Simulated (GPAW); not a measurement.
# Si K ELNES/XANES of TiSi2 (Cmcm) from DFT, part 3 of 3

How does the Si K edge of TiSi2 (Cmcm) move when the bonds are compressed or stretched?

GPAW 26.7.0; X-ray absorption from dipole matrix elements to empty bands, plane-wave PAW LDA.

So far. Step 4 (Spectrum with XCH, Si atom 3): The total-energy difference is 1843.57 eV. One term is added: -14.86 eV, since the hole is spin-paired here and a spin-polarised one costs that much less in the free atom (computed apart). The photon energy is then 1828.71 eV. The tabulated edge of the element is 1839 eV. The functional leaves an error in such absolute values: in the free atom LDA prices this hole 7.8 eV below PBE (computed apart), and PBE is itself good to a few eV.

**7. Supercell without a hole, the energy reference**

Level of this step: plane-wave PAW DFT, LDA, self-consistent field (GPAW).

The cell changes for the next run, so it gets a reference energy of its own.

The cell differs from the one that the last finished run ended in (a 4.915 → 4.967 Å, b 4.915 → 4.967 Å, c 6.843 → 6.915 Å).

File scf.py:

```python
import numpy as np
from ase import Atoms
from ase.parallel import parprint, paropen
from gpaw import GPAW, PW, FermiDirac, Mixer, MixerDif, setup_paths
from gpaw.test import gen
setup_paths.insert(0, '.')
gen('Si', name='nch1s', xcname='LDA', corehole=(1, 0, 0), write_xml=True)
from gpaw.mpi import world
world.barrier()

atoms = Atoms('Ti4Si8',
    cell=[[3.49454892, 0, 3.52915965],
     [-3.49454892, 0, 3.52915965],
     [1.74727446, -6.6910013, 0]],
    scaled_positions=[[0.57344096, 0.67655904, 0.20623616],
     [0.07344096, 0.17655904, 0.20623616],
     [0.42655904, 0.32344096, 0.79376384],
     [0.92655904, 0.82344096, 0.79376384],
     [0.24984259, 0.00015741, 0.50062964],
     [0.74984259, 0.50015741, 0.50062964],
     [0.75015741, 0.99984259, 0.49937036],
     [0.25015741, 0.49984259, 0.49937036],
     [0.40412572, 0.84587428, 0.8834971],
     [0.90412572, 0.34587428, 0.8834971],
     [0.59587428, 0.15412572, 0.1165029],
     [0.09587427, 0.65412572, 0.1165029]],
    pbc=True)
atoms.calc = calc = GPAW(legacy_gpaw=True, mode=PW(430, force_complex_dtype=True), xc='LDA', setups={4: 'nch1s'},
    kpts={'size': (5, 5, 4), 'gamma': True}, occupations=FermiDirac(0.1),
    charge=0, mixer=Mixer(0.1, 5, 50), maxiter=150,
    convergence={'density': 0.0001, 'eigenstates': 1e-6}, txt='scf.txt')
energy = atoms.get_potential_energy() + calc.get_reference_energy()
ef = calc.get_fermi_level()
out = dict(energy=energy, fermi=ef, forces=atoms.get_forces().tolist())
parprint(f'all-electron energy {energy:.4f} eV, Fermi level {ef:.4f} eV')
ev = np.array([[calc.get_eigenvalues(k, s) for k in range(len(calc.get_ibz_k_points()))] for s in range(calc.get_number_of_spins())])
out['homo'], out['lumo'], out['counts'] = ev[ev < ef].max(), ev[ev > ef].min(), sorted(set((ev < ef).sum((0, 2)).tolist()))
out['filled'] = (ev[:, 0] < ef).sum(1).tolist()
import json
with paropen('out.json', 'w') as f:
    json.dump(out, f)
```

Run with:

```
$ OMP_NUM_THREADS=1 mpirun -n 4 gpaw python scf.py
```

Numbers of over 12 decimals in the logs are rounded to 6 here.

The program printed:

```text
Input parameters:
  convergence: {density: 0.0001,
                eigenstates: 1e-06}
  kpts: {gamma: True,
         size: (5, 5, 4)}
  maxiter: 150
  mixer: {backend: pulay,
          beta: 0.1,
          method: separate,
          nmaxold: 5,
          weight: 50}
  mode: {ecut: 430.0,
         force_complex_dtype: True,
         name: pw}
  occupations: {fixmagmom: False,
                name: fermi-dirac,
[...]
3s(2) :    -0.399754     1.114161
*s    :     0.600246
3p(2) :    -0.152955     1.005401
*p    :     0.847045
*d    :     0.000000
--------------------------------

Diagonalizing with gridspacing h=0.050

state   all-electron     PAW
-------------------------------
3s:      -0.399754    -0.399911
3p:      -0.152955    -0.153089
*d:                    0.032715
*f:                    0.069217
-------------------------------
all-electron energy -155650.7369 eV, Fermi level 10.2418 eV
[key lines of the parts left out:]
Converged after 16 iterations.
Dipole moment: (-0.000000, -0.000000, -0.000000) |e|*Ang
Free energy:    -85.288203
Fermi level: 10.24183
```

The job ended after 61 s (4 MPI ranks of Arm Neoverse V1, shared host; peak memory 0.29 GiB).

Reference energy: -155650.737 eV with the cores included.

**8. Spectrum with XCH, Si atom 3**

Shorter bonds are expected to push antibonding states and scattering resonances up, and longer ones down; the cell is scaled to test that.

Changed against the first core-hole run: volume scale from 1 to 0.97.

File xas.py:

```python
import numpy as np
from ase import Atoms
from ase.parallel import parprint, paropen
from gpaw import GPAW, PW, FermiDirac, Mixer, MixerDif, setup_paths
from gpaw.test import gen
setup_paths.insert(0, '.')
gen('Si', name='fch1s', xcname='LDA', corehole=(1, 0, 1), write_xml=True)
from gpaw.mpi import world
world.barrier()

atoms = Atoms('Ti4Si8',
    cell=[[3.49454892, 0, 3.52915965],
     [-3.49454892, 0, 3.52915965],
     [1.74727446, -6.6910013, 0]],
    scaled_positions=[[0.57344096, 0.67655904, 0.20623616],
     [0.07344096, 0.17655904, 0.20623616],
     [0.42655904, 0.32344096, 0.79376384],
     [0.92655904, 0.82344096, 0.79376384],
     [0.24984259, 0.00015741, 0.50062964],
     [0.74984259, 0.50015741, 0.50062964],
     [0.75015741, 0.99984259, 0.49937036],
     [0.25015741, 0.49984259, 0.49937036],
     [0.40412572, 0.84587428, 0.8834971],
     [0.90412572, 0.34587428, 0.8834971],
     [0.59587428, 0.15412572, 0.1165029],
     [0.09587427, 0.65412572, 0.1165029]],
    pbc=True)
atoms.calc = calc = GPAW(legacy_gpaw=True, mode=PW(430, force_complex_dtype=True), xc='LDA', setups={4: 'fch1s'},
    kpts={'size': (5, 5, 4), 'gamma': True}, occupations=FermiDirac(0.1),
    charge=-1, mixer=Mixer(0.1, 5, 50), maxiter=150,
    convergence={'density': 0.0001, 'eigenstates': 1e-6}, txt='scf.txt')
energy = atoms.get_potential_energy() + calc.get_reference_energy()
ef = calc.get_fermi_level()
out = dict(energy=energy, fermi=ef, forces=atoms.get_forces().tolist())
parprint(f'all-electron energy {energy:.4f} eV, Fermi level {ef:.4f} eV')
ev = np.array([[calc.get_eigenvalues(k, s) for k in range(len(calc.get_ibz_k_points()))] for s in range(calc.get_number_of_spins())])
out['homo'], out['lumo'], out['counts'] = ev[ev < ef].max(), ev[ev > ef].min(), sorted(set((ev < ef).sum((0, 2)).tolist()))
out['filled'] = (ev[:, 0] < ef).sum(1).tolist()

from ase.units import Ha
from gpaw.xas import dipole_matrix_elements
nb = int(calc.get_number_of_electrons() / 2) + 121
top, nb = nb, nb + 8 + nb // 12
nscf = calc.fixed_density(kpts={'size': (7, 7, 5), 'gamma': True}, nbands=nb,
    convergence={'bands': top, 'eigenstates': 5e-3}, maxiter=60, txt='nscf.txt')
cell = atoms.cell.array
ops = [cell.T @ U.T @ np.linalg.inv(cell.T) for U in nscf.wfs.kd.symmetry.op_scc]
E = np.arange(-6, 34, 0.1)
fwhm = np.interp(E, [4, 25], [0.9, 3.5])
Y, X, zero, highest = 0, 0, 1e9, 1e9
for spin in range(nscf.get_number_of_spins()):
    wfs = nscf.wfs
    mine = wfs.bd.get_slice()  # this rank's bands
    A = dipole_matrix_elements(wfs.setups[4])
    eps = np.zeros((wfs.kd.nibzkpts, nb))
    d = np.zeros((3, A.shape[1], wfs.kd.nibzkpts, nb), complex)
    for kpt in wfs.kpt_u:
        if kpt.s == spin and 4 in kpt.P_ani:
            eps[kpt.k, mine] = kpt.eps_n * Ha
            d[:, :, kpt.k, mine] = (kpt.weight * wfs.nspins / 2) ** 0.5 * np.inner(A, kpt.P_ani[4])
    world.sum(eps)
    world.sum(d)
    T = np.einsum('amkn,bmkn->abkn', d, d.conj()).real
    T = sum(np.einsum('ai,ijkn,bj->abkn', R, T, R) for R in ops) / len(ops)
    empty = eps > ef
    zero, highest = min(zero, eps[empty].min()), min(highest, eps[:, top - 1].min())
    lines = [(eps, T, empty)] if spin == 0 else lines + [(eps, T, empty)]
for eps, T, empty in lines:
    f = np.einsum('aakn->akn', T).reshape(3, -1)
    x = eps.ravel() - zero
    w = np.interp(x, E, fwhm) / 2.35482
    g = np.exp(-0.5 * ((E[:, None] - x) / w) ** 2) / (w * (2 * np.pi) ** 0.5)
    Y = Y + (f * empty.ravel()) @ g.T
    X = X + (f * ~empty.ravel()) @ g.T
out.update(E=E.round(2).tolist(), xas=Y.tolist(), xes=X.tolist(), zero=zero, valid=highest - zero, nk=len(eps), nb=nb)
for i in range(0, len(E), 10):
    parprint(f'{E[i]:7.2f}', *(f'{v:10.3e}' for v in Y[:, i]))
import json
with paropen('out.json', 'w') as f:
    json.dump(out, f)
```

Run with:

```
$ OMP_NUM_THREADS=1 mpirun -n 4 gpaw python xas.py
```

The program printed:

```text
Input parameters:
  charge: -1
  convergence: {density: 0.0001,
                eigenstates: 1e-06}
  kpts: {gamma: True,
         size: (5, 5, 4)}
  maxiter: 150
  mixer: {backend: pulay,
          beta: 0.1,
          method: separate,
          nmaxold: 5,
          weight: 50}
  mode: {ecut: 430.0,
         force_complex_dtype: True,
         name: pw}
  occupations: {fixmagmom: False,
[...]
*p    :     0.468798
*d    :     0.000000
--------------------------------

Diagonalizing with gridspacing h=0.050

state   all-electron     PAW
-------------------------------
3s:      -0.832237    -0.832487
3p:      -0.531202    -0.531501
*d:                   -0.147046
*f:                   -0.019078
-------------------------------
all-electron energy -153807.1810 eV, Fermi level 10.4307 eV
[...]
32.00  2.981e-06  4.694e-06  3.515e-06
  33.00  3.302e-06  4.522e-06  3.883e-06
[key lines of the parts left out:]
Converged after 16 iterations.
Dipole moment: (0.049450, 0.008434, 0.045771) |e|*Ang
Free energy:    -95.348646
Fermi level: 10.43067
```

Elapsed: 5.7 min, on 4 MPI ranks; peak memory 0.82 GiB; 23 min of CPU time.

```tsv
E (eV)	first run	this run
-2.0	0.00	0.00
-1.0	0.00	0.00
0.0	0.46	0.46
1.0	0.83	0.82
2.0	0.91	0.85
3.0	1.51	1.44
4.0	1.70	1.69
5.0	1.64	1.60
6.0	1.53	1.54
7.0	1.46	1.44
8.0	1.18	1.28
9.0	0.84	0.93
10.0	0.68	0.72
11.0	0.70	0.71
12.0	0.71	0.72
13.0	0.76	0.75
14.0	0.83	0.82
15.0	0.83	0.85
16.0	0.78	0.80
17.0	0.76	0.75
18.0	0.76	0.75
19.0	0.80	0.78
20.0	0.87	0.84
21.0	0.91	0.90
22.0	0.90	0.92
23.0	0.85	0.89
24.0	0.77	0.82
25.0	0.71	0.75
26.0	0.66	0.70
27.0	0.65	0.67
28.0	0.65	0.65
29.0	0.66	0.66
30.0	0.67	0.66
```

The scaled spectrum changes by 4 % r.m.s. The highest intensity below 16 eV goes from 3.7 eV (1.73) to 3.8 eV (1.71).

The photon energy of the zero moves by -0.02 eV.

**9. Supercell without a hole, the energy reference**

The cell changes for the next run, so it gets a reference energy of its own.

The cell differs from the one that the last finished run ended in (a 4.967 → 5.067 Å, b 4.967 → 5.067 Å, c 6.915 → 7.055 Å).

scf.py: that of step 7 with these lines changed.

```diff
@@ -11,5 +11,5 @@
 atoms = Atoms('Ti4Si8',
-    cell=[[3.49454892, 0, 3.52915965],
-     [-3.49454892, 0, 3.52915965],
-     [1.74727446, -6.6910013, 0]],
+    cell=[[3.5651649, 0, 3.60047502],
+     [-3.5651649, 0, 3.60047502],
+     [1.78258245, -6.82620947, 0]],
     scaled_positions=[[0.57344096, 0.67655904, 0.20623616],
```

Run with:

```
$ OMP_NUM_THREADS=1 mpirun -n 4 gpaw python scf.py
```

The program printed:

```text
Input parameters:
  convergence: {density: 0.0001,
                eigenstates: 1e-06}
  kpts: {gamma: True,
         size: (5, 5, 4)}
  maxiter: 150
  mixer: {backend: pulay,
          beta: 0.1,
          method: separate,
          nmaxold: 5,
          weight: 50}
  mode: {ecut: 430.0,
         force_complex_dtype: True,
         name: pw}
  occupations: {fixmagmom: False,
                name: fermi-dirac,
[...]
3s(2) :    -0.399754     1.114161
*s    :     0.600246
3p(2) :    -0.152955     1.005401
*p    :     0.847045
*d    :     0.000000
--------------------------------

Diagonalizing with gridspacing h=0.050

state   all-electron     PAW
-------------------------------
3s:      -0.399754    -0.399911
3p:      -0.152955    -0.153089
*d:                    0.032715
*f:                    0.069217
-------------------------------
all-electron energy -155650.4510 eV, Fermi level 9.5061 eV
[key lines of the parts left out:]
Converged after 22 iterations.
Dipole moment: (-0.000000, -0.000000, -0.000000) |e|*Ang
Free energy:    -85.007544
Fermi level: 9.50613
```

It took 82 s on 4 MPI ranks; peak memory 0.29 GiB; 5.4 min of CPU time.

Reference energy: -155650.451 eV with the cores included.

**10. Spectrum with XCH, Si atom 3**

Shorter bonds are expected to push antibonding states and scattering resonances up, and longer ones down; the cell is scaled to test that.

Changed against the first core-hole run: volume scale from 1 to 1.03.

xas.py: that of step 8 with these lines changed.

```diff
@@ -11,5 +11,5 @@
 atoms = Atoms('Ti4Si8',
-    cell=[[3.49454892, 0, 3.52915965],
-     [-3.49454892, 0, 3.52915965],
-     [1.74727446, -6.6910013, 0]],
+    cell=[[3.5651649, 0, 3.60047502],
+     [-3.5651649, 0, 3.60047502],
+     [1.78258245, -6.82620947, 0]],
     scaled_positions=[[0.57344096, 0.67655904, 0.20623616],
@@ -41,3 +41,3 @@
 from gpaw.xas import dipole_matrix_elements
-nb = int(calc.get_number_of_electrons() / 2) + 121
+nb = int(calc.get_number_of_electrons() / 2) + 127
 top, nb = nb, nb + 8 + nb // 12
```

Run with:

```
$ OMP_NUM_THREADS=1 mpirun -n 4 gpaw python xas.py
```

The program printed:

```text
Input parameters:
  charge: -1
  convergence: {density: 0.0001,
                eigenstates: 1e-06}
  kpts: {gamma: True,
         size: (5, 5, 4)}
  maxiter: 150
  mixer: {backend: pulay,
          beta: 0.1,
          method: separate,
          nmaxold: 5,
          weight: 50}
  mode: {ecut: 430.0,
         force_complex_dtype: True,
         name: pw}
  occupations: {fixmagmom: False,
[...]
*p    :     0.468798
*d    :     0.000000
--------------------------------

Diagonalizing with gridspacing h=0.050

state   all-electron     PAW
-------------------------------
3s:      -0.832237    -0.832487
3p:      -0.531202    -0.531501
*d:                   -0.147046
*f:                   -0.019078
-------------------------------
all-electron energy -153806.8669 eV, Fermi level 9.6585 eV
[...]
32.00  3.527e-06  4.545e-06  4.014e-06
  33.00  4.038e-06  4.544e-06  4.267e-06
[key lines of the parts left out:]
Converged after 17 iterations.
Dipole moment: (0.057674, 0.007991, 0.054889) |e|*Ang
Free energy:    -95.040810
Fermi level: 9.65853
```

Wall time 6.2 min (4 MPI ranks); peak memory 0.88 GiB.

```tsv
E (eV)	first run	this run
-2.0	0.00	0.00
-1.0	0.00	0.01
0.0	0.46	0.48
1.0	0.83	0.85
2.0	0.91	0.98
3.0	1.51	1.58
4.0	1.70	1.71
5.0	1.64	1.67
6.0	1.53	1.53
7.0	1.46	1.46
8.0	1.18	1.06
9.0	0.84	0.76
10.0	0.68	0.67
11.0	0.70	0.68
12.0	0.71	0.71
13.0	0.76	0.77
14.0	0.83	0.84
15.0	0.83	0.81
16.0	0.78	0.77
17.0	0.76	0.76
18.0	0.76	0.78
19.0	0.80	0.83
20.0	0.87	0.88
21.0	0.91	0.90
22.0	0.90	0.87
23.0	0.85	0.80
24.0	0.77	0.72
25.0	0.71	0.67
26.0	0.66	0.64
27.0	0.65	0.64
28.0	0.65	0.65
29.0	0.66	0.66
30.0	0.67	0.67
```

The scaled spectrum changes by 4 % r.m.s. The highest intensity below 16 eV goes from 3.7 eV (1.73) to 3.6 eV (1.75).

The photon energy of the zero moves by +0.01 eV.

**11. Supercell without a hole, the energy reference**

The cell changes for the next run, so it gets a reference energy of its own.

The cell differs from the one that the last finished run ended in (a 5.067 → 5.116 Å, b 5.067 → 5.116 Å, c 7.055 → 7.123 Å).

scf.py: that of step 9 with these lines changed.

```diff
@@ -11,5 +11,5 @@
 atoms = Atoms('Ti4Si8',
-    cell=[[3.5651649, 0, 3.60047502],
-     [-3.5651649, 0, 3.60047502],
-     [1.78258245, -6.82620947, 0]],
+    cell=[[3.59944743, 0, 3.63509709],
+     [-3.59944743, 0, 3.63509709],
+     [1.79972372, -6.89185012, 0]],
     scaled_positions=[[0.57344096, 0.67655904, 0.20623616],
```

Run with:

```
$ OMP_NUM_THREADS=1 mpirun -n 4 gpaw python scf.py
```

The program printed:

```text
Input parameters:
  convergence: {density: 0.0001,
                eigenstates: 1e-06}
  kpts: {gamma: True,
         size: (5, 5, 4)}
  maxiter: 150
  mixer: {backend: pulay,
          beta: 0.1,
          method: separate,
          nmaxold: 5,
          weight: 50}
  mode: {ecut: 430.0,
         force_complex_dtype: True,
         name: pw}
  occupations: {fixmagmom: False,
                name: fermi-dirac,
[...]
3s(2) :    -0.399754     1.114161
*s    :     0.600246
3p(2) :    -0.152955     1.005401
*p    :     0.847045
*d    :     0.000000
--------------------------------

Diagonalizing with gridspacing h=0.050

state   all-electron     PAW
-------------------------------
3s:      -0.399754    -0.399911
3p:      -0.152955    -0.153089
*d:                    0.032715
*f:                    0.069217
-------------------------------
all-electron energy -155650.1337 eV, Fermi level 9.1642 eV
[key lines of the parts left out:]
Converged after 23 iterations.
Dipole moment: (-0.000000, -0.000000, -0.000000) |e|*Ang
Free energy:    -84.693007
Fermi level: 9.16417
```

Elapsed: 85 s, on 4 MPI ranks; peak memory 0.29 GiB.

Reference energy: -155650.134 eV with the cores included.

**12. Spectrum with XCH, Si atom 3**

Shorter bonds are expected to push antibonding states and scattering resonances up, and longer ones down; the cell is scaled to test that.

Changed against the first core-hole run: volume scale from 1 to 1.06.

xas.py: that of step 10 with these lines changed.

```diff
@@ -11,5 +11,5 @@
 atoms = Atoms('Ti4Si8',
-    cell=[[3.5651649, 0, 3.60047502],
-     [-3.5651649, 0, 3.60047502],
-     [1.78258245, -6.82620947, 0]],
+    cell=[[3.59944743, 0, 3.63509709],
+     [-3.59944743, 0, 3.63509709],
+     [1.79972372, -6.89185012, 0]],
     scaled_positions=[[0.57344096, 0.67655904, 0.20623616],
@@ -41,3 +41,3 @@
 from gpaw.xas import dipole_matrix_elements
-nb = int(calc.get_number_of_electrons() / 2) + 127
+nb = int(calc.get_number_of_electrons() / 2) + 130
 top, nb = nb, nb + 8 + nb // 12
```

Run with:

```
$ OMP_NUM_THREADS=1 mpirun -n 4 gpaw python xas.py
```

The program printed:

```text
Input parameters:
  charge: -1
  convergence: {density: 0.0001,
                eigenstates: 1e-06}
  kpts: {gamma: True,
         size: (5, 5, 4)}
  maxiter: 150
  mixer: {backend: pulay,
          beta: 0.1,
          method: separate,
          nmaxold: 5,
          weight: 50}
  mode: {ecut: 430.0,
         force_complex_dtype: True,
         name: pw}
  occupations: {fixmagmom: False,
[...]
*p    :     0.468798
*d    :     0.000000
--------------------------------

Diagonalizing with gridspacing h=0.050

state   all-electron     PAW
-------------------------------
3s:      -0.832237    -0.832487
3p:      -0.531202    -0.531501
*d:                   -0.147046
*f:                   -0.019078
-------------------------------
all-electron energy -153806.5429 eV, Fermi level 9.2996 eV
[...]
32.00  3.860e-06  4.553e-06  4.196e-06
  33.00  4.307e-06  4.569e-06  4.352e-06
[key lines of the parts left out:]
Converged after 16 iterations.
Dipole moment: (0.062112, 0.007745, 0.059326) |e|*Ang
Free energy:    -94.719953
Fermi level: 9.29958
```

Elapsed: 6.4 min, on 4 MPI ranks; peak memory 0.91 GiB.

```tsv
E (eV)	first run	this run
-2.0	0.00	0.00
-1.0	0.00	0.01
0.0	0.46	0.48
1.0	0.83	0.86
2.0	0.91	1.05
3.0	1.51	1.63
4.0	1.70	1.72
5.0	1.64	1.68
6.0	1.53	1.55
7.0	1.46	1.42
8.0	1.18	0.96
9.0	0.84	0.70
10.0	0.68	0.66
11.0	0.70	0.67
12.0	0.71	0.71
13.0	0.76	0.79
14.0	0.83	0.83
15.0	0.83	0.80
16.0	0.78	0.77
17.0	0.76	0.77
18.0	0.76	0.80
19.0	0.80	0.85
20.0	0.87	0.89
21.0	0.91	0.88
22.0	0.90	0.83
23.0	0.85	0.75
24.0	0.77	0.69
25.0	0.71	0.64
26.0	0.66	0.63
27.0	0.65	0.64
28.0	0.65	0.65
29.0	0.66	0.67
30.0	0.67	0.68
```

Against the first run the r.m.s. difference is 7 %. The highest intensity below 16 eV goes from 3.7 eV (1.73) to 3.6 eV (1.77).

The photon energy of the zero moves by +0.02 eV.

**13. The volumes side by side**

```tsv
volume	nearest distance (Å)	shift of the zero (eV)	maximum 1 (eV above own zero)	maximum 2 (eV above own zero)	maximum 3 (eV above own zero)	maximum 4 (eV above own zero)
0.94	2.457	-0.04	3.9	5.5	15.1	22.4
0.97	2.483	-0.02	3.8	5.4	14.8	21.9
1	2.509	+0.00	3.7	5.3	14.5	21.3
1.03	2.533	+0.01	3.6	5.1	14.2	20.8
1.06	2.558	+0.02	3.6	5.0	14.0	20.4
```

The curves, each shifted by its zero's change so that they share one photon-energy axis, counted from the zero at V × 1:

```tsv
E (eV)	V × 0.94	V × 0.97	V × 1	V × 1.03	V × 1.06
-2.0	0.00	0.00	0.00	0.00	0.00
-1.0	0.01	0.01	0.00	0.00	0.00
0.0	0.47	0.47	0.46	0.47	0.47
1.0	0.82	0.82	0.83	0.85	0.86
2.0	0.81	0.85	0.91	0.98	1.04
3.0	1.39	1.45	1.51	1.57	1.62
4.0	1.67	1.69	1.70	1.71	1.72
5.0	1.56	1.60	1.64	1.66	1.68
6.0	1.55	1.53	1.53	1.53	1.55
7.0	1.41	1.44	1.46	1.46	1.43
8.0	1.34	1.28	1.18	1.07	0.96
9.0	1.02	0.93	0.84	0.76	0.71
10.0	0.77	0.71	0.68	0.67	0.66
11.0	0.71	0.71	0.70	0.68	0.67
12.0	0.73	0.72	0.71	0.70	0.71
13.0	0.75	0.75	0.76	0.77	0.79
14.0	0.81	0.82	0.83	0.84	0.83
15.0	0.86	0.85	0.83	0.81	0.80
16.0	0.82	0.80	0.78	0.77	0.77
17.0	0.76	0.75	0.76	0.76	0.77
18.0	0.74	0.75	0.76	0.78	0.80
19.0	0.75	0.78	0.80	0.83	0.85
20.0	0.81	0.84	0.87	0.88	0.89
21.0	0.88	0.90	0.91	0.90	0.88
22.0	0.92	0.92	0.90	0.87	0.83
23.0	0.92	0.89	0.85	0.80	0.75
24.0	0.87	0.82	0.77	0.73	0.69
25.0	0.80	0.75	0.71	0.67	0.64
26.0	0.74	0.70	0.66	0.64	0.63
27.0	0.70	0.67	0.65	0.64	0.64
28.0	0.67	0.65	0.65	0.65	0.65
29.0	0.66	0.66	0.66	0.66	0.67
30.0	0.66	0.66	0.67	0.67	0.68
```

**14. Summary of results**

```
absorber and edge                               : Si K, atom 3 of the ground-state input (counted from 1)
surroundings                                    : 4 Si at 2.51 Å and 4 Ti at 2.66 Å (8-fold, site symmetry m2m)
highest intensity below 16 eV                   : 3.7 eV above the zero, height 1.73
photon energy of the zero, with the added terms : 1828.7 eV (raw 1843.6 eV; LDA puts this hole about 8 eV below PBE, itself good to a few eV)
```

In words: From V × 0.94 to V × 1.06 the nearest distance grows by 0.100 Å and the zero moves by +0.06 eV. Above their own zero, the maxima move from 3.9 to 3.6 eV, from 5.5 to 5.0 eV, from 15.1 to 14.0 eV and from 22.4 to 20.4 eV. The one highest in energy moves most, in the direction that the rule ΔE·R² ≈ constant for scattering resonances gives. The Si K edge of atom 3, with 4 Si at 2.51 Å and 4 Ti at 2.66 Å (8-fold, site symmetry m2m), has its highest intensity of the first 16 eV at 3.7 eV above the zero, near 1832 eV in photon energy (LDA puts this hole about 8 eV below PBE, itself good to a few eV), 1.7 times the mean level of the first 20 eV (Gaussian full width 0.9 eV up to 4 eV, rising linearly to 3.5 eV at 25 eV). At the Si K edge of atom 3 polarisation matters most near 7.3 eV, where the curves differ by 1.1 on this scale. The crystal has 2 inequivalent Si sites and not all are shown here, while a measurement adds them all. The holes are only 5.0 Å apart, so the shape is probably not converged with cell size; no larger cell was run here. The structure is a computed Materials Project entry and may be a hypothetical form.

[Banner, clock and machine lines of the logs are left out without a mark of their own.]

[Logs are printed without paths, hosts, clocks, repeated set-up lines and the standing remarks that a program may print on its own settings, such as how far it seeks lower states.]

[Hosts, paths, dates, database ids (printed as entryN), source tags and the programs' standing remarks are cut or masked in the printed files.]

[Lists of maxima count a maximum above −3 eV only where it reaches 4 % of the highest in the window and stands out from its surroundings by 2 % of it (1.5 % where it reaches 55 %); shoulders and weaker maxima are passed over, and of the rest the first, up to two pre-edge ones and the few strongest are named.]
